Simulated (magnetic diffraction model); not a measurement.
# Solving a magnetic structure from powder neutron data: Ba2YbGaSe5

Space group Cmc2_1 (no. 36), a = 4.2800 Å, b = 18.9500 Å, c = 13.2940 Å.

| site | atom | x | y | z |
| --- | --- | --- | --- | --- |
| 4a | Yb | 0 | 0.2110 | 0.0174 |
| 4a | Ba | 0 | 0.1159 | 0.6863 |
| 4a | Ba | 0 | 0.1350 | 0.3150 |
| 4a | Se | 0 | 0.0531 | 0.0492 |
| 4a | Se | 1/2 | 0.0045 | 0.2640 |
| 4a | Se | 0 | 0.3143 | 0.3669 |
| 4a | Se | 0 | 0.2915 | 0.6593 |
| 4a | Se | 0 | 0.3626 | 0.0033 |
| 4a | Ga | 0 | 0.4484 | 0.4346 |

The compound is invented for this exercise: a known structure type with other elements, its cell scaled to their sizes and not relaxed.

Only Yb is taken to order (form factors of Yb3+); orders and moment sizes are assumed, and not adapted to the symmetry. Radiation: neutrons of λ = 2.41 Å, 2° to 40°; isotropic B of 0.52 Å² (Yb), 0.52 Å² (Ba), 0.52 Å² (Se) and 0.55 Å² (Ga). Simulated constant-wavelength pattern: nuclear and magnetic terms add, the magnetic one as |2.695 fm × Σ f S⊥ exp(2πi Q·r) exp(−B s²)|², summed over all Q at one angle with the factor 1/(sin²θ cos θ). For a modulated order the moment at position r is S exp(−2πi k·r) + c.c., with S = m/2 for a sine wave of amplitude m and S = m(u + iv)/2 for moments turning in a plane, u and v being orthogonal unit vectors in it; the phase factor of the sum at Q = H + k is then exp(2πi H·r). Free-ion form factors, Sears's scattering lengths of 1992, no absorption; a label names one of the reflections at its angle. The strongest nuclear line in the range is 100, and lines under 0.2 are left out.

Above the ordering temperature:

```csv
2θ (°),index,I
14.61,(0 2 0),21.5
17.97,(0 2 1),99.9
20.89,(0 0 2),77.8
25.59,(0 2 2),47.5
29.47,(0 4 0),6.1
31.33,(0 4 1),7.6
33.55,(1 1 0),22.6
34.94,(0 2 3),4.9
35.22,(1 1 1),34.5
36.40,(0 4 2),4.2
39.76,(1 3 0),3.2
39.86,(1 1 2),100.0
```

Below it (cell unchanged):

```tsv
2θ (°)	I
12.25	14.4
14.61	21.5
15.99	6.7
17.97	99.9
19.11	23.1
20.89	77.8
25.59	47.5
26.42	1.8
27.07	9.8
29.07	0.9
29.47	6.1
30.20	5.7
31.33	7.6
32.02	4.1
32.24	0.3
33.55	22.6
34.34	3.5
34.44	7.5
34.94	4.9
35.22	34.5
35.57	1.9
35.97	4.8
36.40	4.2
37.01	5.1
39.76	3.2
39.86	100.0
```

**Question.** Find the propagation vector, then choose among these models:
A. a sine wave with moments along [001] (amplitudes given), 3.2 μB on Yb; signs + at (0, 0.2110, 0.0174), − at (1/2, 0.2890, 0.5174)
B. moments turning in the plane of [100] and [010], 3.2 μB on Yb; signs + at (0, 0.2110, 0.0174), − at (1/2, 0.2890, 0.5174)
C. a sine wave with moments along [010] (amplitudes given), 3.2 μB on Yb; signs + at (0, 0.2110, 0.0174), − at (1/2, 0.2890, 0.5174)
D. moments turning in the plane of [001] and [100], 3.2 μB on Yb; signs + at (0, 0.2110, 0.0174), − at (1/2, 0.2890, 0.5174)

The new lines index as (1/5 0 1) at 12.25°, (1/5 2 0) at 15.99°, (1/5 2 1) at 19.11° and (1/5 2 2) at 26.42°, that is as H ± k with k = (1/5 0 0). Satellites come in pairs about each point of the reciprocal lattice.

Magnetic intensity, observed (below minus above) and for each model:

| 2θ (°) | index | observed | A | B | C | D |
| --- | --- | --- | --- | --- | --- | --- |
| 12.25 | (1/5 0 1) | 14.4 | 14.4 | 89.1 | 51.8 | 51.8 |
| 15.99 | (1/5 2 0) | 6.7 | 6.7 | 6.7 | 1.1 | 12.3 |
| 19.11 | (1/5 2 1) | 23.1 | 23.1 | 42.7 | 13.6 | 52.2 |
| 30.20 | (1/5 4 0) | 5.7 | 5.7 | 5.7 | 0.3 | 11.2 |
| 32.24 | (1/5 0 3) | 0.3 | 0.3 | 14.2 | 7.3 | 7.3 |
| 34.44 | (4/5 1 2) | 7.5 | 7.5 | 16.4 | 11.4 | 12.5 |
| 35.57 | (1/5 2 3) | 1.9 | 1.9 | 16.6 | 7.6 | 10.8 |
| 37.01 | (1/5 4 2) | 5.1 | 5.1 | 10.0 | 2.7 | 12.4 |

Model A matches.

The structure used: k = (1/5 0 0), a sine wave with moments along [001] (amplitudes given), 3.2 μB on Yb; signs + at (0, 0.2110, 0.0174), − at (1/2, 0.2890, 0.5174).

[Logs are printed without paths, hosts, clocks, repeated set-up lines and the standing remarks that a program may print on its own settings, such as how far it seeks lower states.]
